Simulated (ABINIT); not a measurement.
# Beyond one shot: BP (F-43m), part 2 of 3

Aim: iterate the self-energy on BP (F-43m) and follow the gap from cycle to cycle.

ABINIT 10.8.3; PBE and many-body steps on it, plane waves. Known limits of the many-body steps: not at the basis limit.

So far. Step 5 (evGW0, cycle 1): Against G0W0 in ABINIT (6×6×6 mesh, 25 bands, screening to 106.1 eV, Godby-Needs plasmon pole), the gap moves by +0.139 eV. This first cycle still uses the starting levels; it takes the full correction, at all points of the mesh, and its linearised value is 1.926 eV. Step 6 (evGW0, cycle 2): Against the cycle before, the gap moves by −0.052 eV.

**7. evGW0, cycle 3**

Level of this step: evGW0 on PBE, plane waves, norm-conserving pseudopotentials (ABINIT).

Input file run.abi:

```
acell 3*1.0 Angstrom
rprim 
  0.000000000000 2.269000000000 2.269000000000
  2.269000000000 0.000000000000 2.269000000000
  2.269000000000 2.269000000000 0.000000000000
ntypat 2
znucl 5 15
natom 2
typat 1 2
xred 
  0.000000000000 0.000000000000 0.000000000000
  0.250000000000 0.250000000000 0.250000000000
pp_dirpath "pseudos"
pseudos "B.upf, P.upf"
ecut 34
ngkpt 6 6 6
nshiftk 1
shiftk 0 0 0
kptopt 1
chksymbreak 0
istwfk *1
occopt 1
irdwfk 1
optdriver 4
nband 25
gwcalctyp 10
ecutsigx 34
symsigma 1
nkptgw 16
kptgw 
  0.0000000000 0.0000000000 0.0000000000
  0.1666666667 0.0000000000 0.0000000000
  0.3333333333 0.0000000000 0.0000000000
  0.5000000000 0.0000000000 0.0000000000
  0.1666666667 0.1666666667 0.0000000000
  0.3333333333 0.1666666667 0.0000000000
  0.5000000000 0.1666666667 0.0000000000
  -0.3333333333 0.1666666667 0.0000000000
  -0.1666666667 0.1666666667 0.0000000000
  0.3333333333 0.3333333333 0.0000000000
  0.5000000000 0.3333333333 0.0000000000
  -0.3333333333 0.3333333333 0.0000000000
  0.5000000000 0.5000000000 0.0000000000
  0.5000000000 0.3333333333 0.1666666667
  -0.3333333333 0.3333333333 0.1666666667
  -0.3333333333 0.5000000000 0.1666666667
bdgw 
  1 8
  1 8
  1 8
  1 8
  1 8
  1 8
  1 8
  1 8
  1 8
  1 8
  1 8
  1 8
  1 8
  1 8
  1 8
  1 8
ecuteps 3.9
irdscr 1
ppmodel 1
irdqps 1
indata_prefix "in"
outdata_prefix "out"
tmpdata_prefix "tmp"
```

Launch:

```bash
OMP_NUM_THREADS=1 mpirun -n 4 abinit run.abi > log
```

Log:

```text
.Version 10.8.3 of ABINIT. v10.8.2 released Aug 2026.

 Symmetries : space group F-4 3 m (#216); Bravais cF (face-center cubic)
[... echo of the input left out ...]
== DATASET  1 ==================================================================
-   mpi_nproc: 4, omp_nthreads: 1 (-1 if OMP is not activated)

--- !DatasetInfo
iteration_state: {dtset: 1, }
dimensions: {natom: 2, nkpt: 16, mband: 25, nsppol: 1, nspinor: 1, nspden: 1, mpw: 1524, }
cutoff_energies: {ecut:  34.0, pawecutdg:  -1.0, }
[...]
.  kptgw no:  3; Maximum DeltaE = (   0.019   0.003) for band index:  1
[...]
.  kptgw no: 15; Maximum DeltaE = (   0.023   0.000) for band index:  7
.  kptgw no: 16; Maximum DeltaE = (   0.023   0.000) for band index:  8

== END DATASET(S) ==============================================================
================================================================================

 -outvars: echo values of variables after computation  --------
           etotal      0.0000000000E+00
            nband          25
             nkpt          16
          spgroup         216
 [... the other variables as echoed above ...]

 Calculation completed.
```

The job ended after 30 s (4 MPI ranks of Arm Neoverse V1, shared host; peak memory 0.66 GiB; 2 min of CPU time).

This step gave:

```
quasiparticle gap on the mesh                         : 2.014 eV
gap of the density functional on the mesh             : 1.347 eV
k of the valence top                                  : 0, 0, 0
k of the conduction bottom                            : 0.5, 0.5, 0
least direct quasiparticle gap on the computed points : 4.347 eV
```

Against the cycle before, the gap moves by +0.001 eV.

**8. Screening, 6×6×6 mesh, 25 bands, screening to 106.1 eV**

This step: RPA screening on PBE, plane waves, norm-conserving pseudopotentials.

Input file run.abi:

```
acell 3*1.0 Angstrom
rprim 
  0.000000000000 2.269000000000 2.269000000000
  2.269000000000 0.000000000000 2.269000000000
  2.269000000000 2.269000000000 0.000000000000
ntypat 2
znucl 5 15
natom 2
typat 1 2
xred 
  0.000000000000 0.000000000000 0.000000000000
  0.250000000000 0.250000000000 0.250000000000
pp_dirpath "pseudos"
pseudos "B.upf, P.upf"
ecut 34
ngkpt 6 6 6
nshiftk 1
shiftk 0 0 0
kptopt 1
chksymbreak 0
istwfk *1
occopt 1
irdwfk 1
optdriver 3
nband 25
ecuteps 3.9
inclvkb 2
awtr 1
symchi 1
gwcalctyp 10
mbpt_sciss 1.081 eV
nqptdm 1
qptdm 
  0 0 0
indata_prefix "in"
outdata_prefix "out"
tmpdata_prefix "tmp"
```

Log:

```text
.Version 10.8.3 of ABINIT. v10.8.2 released Aug 2026.

 Symmetries : space group F-4 3 m (#216); Bravais cF (face-center cubic)
[... echo of the input left out ...]
== DATASET  1 ==================================================================
-   mpi_nproc: 4, omp_nthreads: 1 (-1 if OMP is not activated)

--- !DatasetInfo
iteration_state: {dtset: 1, }
dimensions: {natom: 2, nkpt: 16, mband: 25, nsppol: 1, nspinor: 1, nspden: 1, mpw: 1524, }
cutoff_energies: {ecut:  34.0, pawecutdg:  -1.0, }
electrons: {nelect:   8.00000000E+00, charge:   0.00000000E+00, occopt:   1.00000000E+00, tsmear:   1.00000000E-02, }

 SCREENING: Calculation of the susceptibility and dielectric matrices

 Based on a program developped by R.W. Godby, V. Olevano, G. Onida, and L. Reining.
 Incorporated in ABINIT by V. Olevano, G.-M. Rignanese, and M. Torrent.
.Using double precision arithmetic ; gwpc =  8

[... cell and pseudopotentials left out ...]
--------------------------------------------------------------------------------

 ==== K-mesh for the wavefunctions ====
 Number of points in the irreducible wedge :    16
[... list of points left out ...]
 Together with 24 symmetry operations and time-reversal symmetry
 yields   216 points in the full Brillouin Zone.

 ==== Q-mesh for the screening function ====
 Number of points in the irreducible wedge :    16
[... list of points left out ...]
 Together with 24 symmetry operations and time-reversal symmetry
 yields   216 points in the full Brillouin Zone.

 setmesh: FFT mesh size selected  =    24x   24x   24
          total number of points  =        13824

 vcoul_init : cutoff-mode = AUXILIARY_FUNCTION
 q-points for optical limit:   1
     1)      0.000010    0.000020    0.000030

 Dielectric matrix will be calculated only for some
 selected q points provided by the user through the input variables
 nqptdm and qptdm

- screening: taking advantage of time-reversal symmetry
- Maximum band index for partially occupied states nbvw = 4
- Remaining bands to be divided among processors   nbcw = 21
- Number of bands treated by each node ~5

 rdqps: reading QP wavefunctions of the previous step
        looking for file in_QPS
 file not found, 1st iteration initialized with KS eigenelements

 screening : performing a first self-consistency
 update of the energies in W by a scissor operator
 applying a scissor operator of [eV] :   1.081

 Number of electrons calculated from density =    8.0000; Expected =    8.0000
 average of density, n =  0.050741
 r_s =    1.6757
 omega_plasma =   21.7288 [eV]

 calculating chi0 at frequencies [eV] :
  1    0.000000E+00    0.000000E+00
  2    0.000000E+00    2.172879E+01

--------------------------------------------------------------------------------
  q-point number  1        q = ( 0.000000, 0.000000, 0.000000) [r.l.u.]
--------------------------------------------------------------------------------
[... chi0 elements left out ...]
 For q-point:  0.000010 0.000020 0.000030
  dielectric constant =   8.4176
  dielectric constant without local fields =   9.1234

  Average fulfillment of the sum rule on Im[epsilon] for q-point    1 :     57.08  [%]
[... wings left out ...]
== END DATASET(S) ==============================================================
================================================================================

 -outvars: echo values of variables after computation  --------
           etotal      0.0000000000E+00
            nband          25
             nkpt          16
          spgroup         216
 [... the other variables as echoed above ...]

 Calculation completed.
```

Elapsed: 2.3 s, on 4 MPI ranks; peak memory 0.12 GiB.

This step gave:

```yaml
eps_infinity_with_local_fields_on_this_mesh_along_the_program_s_q_direction: 8.418
the_same_without_local_fields: 9.123
plasma_frequency: 21.73 eV
plane_waves_in_the_screening_matrix: 59
```

This screening uses the functional's bands under a rigid shift, the mean opening of the cycle before.

**9. Screening, 6×6×6 mesh, 25 bands, screening to 106.1 eV**

This step: RPA screening on PBE from quasiparticle energies, plane waves, norm-conserving pseudopotentials.

Changes to run.abi since step 8:

```diff
@@ -29,7 +29,21 @@
 symchi 1
+irdqps 1
 gwcalctyp 10
-mbpt_sciss 1.081 eV
-nqptdm 1
+nqptdm 15
 qptdm 
-  0 0 0
+  0.1666666667 0.0000000000 0.0000000000
+  0.3333333333 0.0000000000 0.0000000000
+  0.5000000000 0.0000000000 0.0000000000
+  0.1666666667 0.1666666667 0.0000000000
+  0.3333333333 0.1666666667 0.0000000000
+  0.5000000000 0.1666666667 0.0000000000
+  -0.3333333333 0.1666666667 0.0000000000
+  -0.1666666667 0.1666666667 0.0000000000
+  0.3333333333 0.3333333333 0.0000000000
+  0.5000000000 0.3333333333 0.0000000000
+  -0.3333333333 0.3333333333 0.0000000000
+  0.5000000000 0.5000000000 0.0000000000
+  0.5000000000 0.3333333333 0.1666666667
+  -0.3333333333 0.3333333333 0.1666666667
+  -0.3333333333 0.5000000000 0.1666666667
 indata_prefix "in"
```

Input file mrgscr.stdin:

```
2
merged
q0_SCR
out_SCR
1
```

Launch:

```bash
OMP_NUM_THREADS=1 mpirun -n 4 abinit run.abi > log; mrgscr < mrgscr.stdin
```

Log:

```text
.Version 10.8.3 of ABINIT. v10.8.2 released Aug 2026.

 Symmetries : space group F-4 3 m (#216); Bravais cF (face-center cubic)
[... echo of the input left out ...]
== DATASET  1 ==================================================================
-   mpi_nproc: 4, omp_nthreads: 1 (-1 if OMP is not activated)

--- !DatasetInfo
iteration_state: {dtset: 1, }
dimensions: {natom: 2, nkpt: 16, mband: 25, nsppol: 1, nspinor: 1, nspden: 1, mpw: 1524, }
cutoff_energies: {ecut:  34.0, pawecutdg:  -1.0, }
[...]
q-point number  1        q = ( 0.166667, 0.000000, 0.000000) [r.l.u.]
--------------------------------------------------------------------------------
[... chi0 elements left out ...]
  Average fulfillment of the sum rule on Im[epsilon] for q-point    2 :     94.41  [%]

--------------------------------------------------------------------------------
  q-point number  2        q = ( 0.333333, 0.000000, 0.000000) [r.l.u.]
--------------------------------------------------------------------------------
[... chi0 elements left out ...]
  Average fulfillment of the sum rule on Im[epsilon] for q-point    3 :     80.94  [%]

 [... 13 further q-points ...]
```

It took 9.4 s on 4 MPI ranks; peak memory 0.41 GiB; 37 s of CPU time.

This step gave:

* plasma frequency: 21.73 eV
* plane waves in the screening matrix: 59

This screening reads the quasiparticle levels of the cycle before.

**10. evGW, cycle 1**

This step: evGW on PBE, plane waves, norm-conserving pseudopotentials.

Changes to run.abi since step 9:

```diff
@@ -23,12 +23,10 @@
 irdwfk 1
-optdriver 3
+optdriver 4
 nband 25
-ecuteps 3.9
-inclvkb 2
-awtr 1
-symchi 1
-irdqps 1
 gwcalctyp 10
-nqptdm 15
-qptdm 
+ecutsigx 34
+symsigma 1
+nkptgw 16
+kptgw 
+  0.0000000000 0.0000000000 0.0000000000
   0.1666666667 0.0000000000 0.0000000000
@@ -48,2 +46,23 @@
   -0.3333333333 0.5000000000 0.1666666667
+bdgw 
+  1 8
+  1 8
+  1 8
+  1 8
+  1 8
+  1 8
+  1 8
+  1 8
+  1 8
+  1 8
+  1 8
+  1 8
+  1 8
+  1 8
+  1 8
+  1 8
+ecuteps 3.9
+irdscr 1
+ppmodel 1
+irdqps 1
 indata_prefix "in"
```

Launch:

```bash
OMP_NUM_THREADS=1 mpirun -n 4 abinit run.abi > log
```

Log:

```text
.Version 10.8.3 of ABINIT. v10.8.2 released Aug 2026.

 Symmetries : space group F-4 3 m (#216); Bravais cF (face-center cubic)
[... echo of the input left out ...]
== DATASET  1 ==================================================================
-   mpi_nproc: 4, omp_nthreads: 1 (-1 if OMP is not activated)

--- !DatasetInfo
iteration_state: {dtset: 1, }
dimensions: {natom: 2, nkpt: 16, mband: 25, nsppol: 1, nspinor: 1, nspden: 1, mpw: 1524, }
cutoff_energies: {ecut:  34.0, pawecutdg:  -1.0, }
[...]
.  kptgw no:  3; Maximum DeltaE = (  -0.253   0.001) for band index:  1
[...]
.  kptgw no: 15; Maximum DeltaE = (  -0.204  -0.001) for band index:  1
.  kptgw no: 16; Maximum DeltaE = (  -0.182   0.000) for band index:  1

== END DATASET(S) ==============================================================
================================================================================

 -outvars: echo values of variables after computation  --------
           etotal      0.0000000000E+00
            nband          25
             nkpt          16
          spgroup         216
 [... the other variables as echoed above ...]

 Calculation completed.
```

Run time: 31 s. Hardware: 4 MPI ranks; peak memory 0.66 GiB.

This step gave:

```yaml
quasiparticle_gap_on_the_mesh: 2.136 eV
gap_of_the_density_functional_on_the_mesh: 1.347 eV
k_of_the_valence_top: 0, 0, 0
k_of_the_conduction_bottom: 0.5, 0.5, 0
least_direct_quasiparticle_gap_on_the_computed_points: 4.483 eV
```

Against G0W0 in ABINIT (6×6×6 mesh, 25 bands, screening to 106.1 eV, Godby-Needs plasmon pole), the gap moves by +0.210 eV.

**11. Screening, 6×6×6 mesh, 25 bands, screening to 106.1 eV**

This step: RPA screening on PBE, plane waves, norm-conserving pseudopotentials.

Input file run.abi:

```
acell 3*1.0 Angstrom
rprim 
  0.000000000000 2.269000000000 2.269000000000
  2.269000000000 0.000000000000 2.269000000000
  2.269000000000 2.269000000000 0.000000000000
ntypat 2
znucl 5 15
natom 2
typat 1 2
xred 
  0.000000000000 0.000000000000 0.000000000000
  0.250000000000 0.250000000000 0.250000000000
pp_dirpath "pseudos"
pseudos "B.upf, P.upf"
ecut 34
ngkpt 6 6 6
nshiftk 1
shiftk 0 0 0
kptopt 1
chksymbreak 0
istwfk *1
occopt 1
irdwfk 1
optdriver 3
nband 25
ecuteps 3.9
inclvkb 2
awtr 1
symchi 1
gwcalctyp 10
mbpt_sciss 1.246 eV
nqptdm 1
qptdm 
  0 0 0
indata_prefix "in"
outdata_prefix "out"
tmpdata_prefix "tmp"
```

Log:

```text
.Version 10.8.3 of ABINIT. v10.8.2 released Aug 2026.

 Symmetries : space group F-4 3 m (#216); Bravais cF (face-center cubic)
[... echo of the input left out ...]
== DATASET  1 ==================================================================
-   mpi_nproc: 4, omp_nthreads: 1 (-1 if OMP is not activated)

--- !DatasetInfo
iteration_state: {dtset: 1, }
dimensions: {natom: 2, nkpt: 16, mband: 25, nsppol: 1, nspinor: 1, nspden: 1, mpw: 1524, }
cutoff_energies: {ecut:  34.0, pawecutdg:  -1.0, }
[...]
[... chi0 elements left out ...]
 For q-point:  0.000010 0.000020 0.000030
  dielectric constant =   8.2536
  dielectric constant without local fields =   8.9342

  Average fulfillment of the sum rule on Im[epsilon] for q-point    1 :     57.45  [%]
[... wings left out ...]
== END DATASET(S) ==============================================================
================================================================================

 -outvars: echo values of variables after computation  --------
           etotal      0.0000000000E+00
            nband          25
             nkpt          16
          spgroup         216
 [... the other variables as echoed above ...]

 Calculation completed.
```

Elapsed: 2.3 s, on 4 MPI ranks; peak memory 0.12 GiB.

This step gave:

| Property | Result |
| --- | --- |
| ε∞ with local fields, on this mesh, along the program's q direction | 8.254 |
| the same without local fields | 8.934 |
| plasma frequency | 21.73 eV |
| plane waves in the screening matrix | 59 |

This screening uses the functional's bands under a rigid shift, the mean opening of the cycle before.

(Part 2 of 3 ends here.)

[Paths, hosts, dates, memory and timing lines, banners, echoed tables and standing remarks are left out of the program output.]

[Logs are printed without paths, hosts, clocks, repeated set-up lines and the standing remarks that a program may print on its own settings, such as how far it seeks lower states.]

[Runs of the session that timed out or met a known fault of the program may be left out.]

[Hosts, paths, dates, database ids (printed as entryN), source tags and the programs' standing remarks are cut or masked in the printed files.]

[G0W0 gaps are taken among the corrected bands and points alone; a level outside them can change the order at an edge.]

[Where Ansatz stands beside ABINIT at settings called matched, ABINIT's density can come from a denser mesh and the files from another edition; pairs whose starting gaps differed by over 0.03 eV were left out, so agreement reads better than it is.]
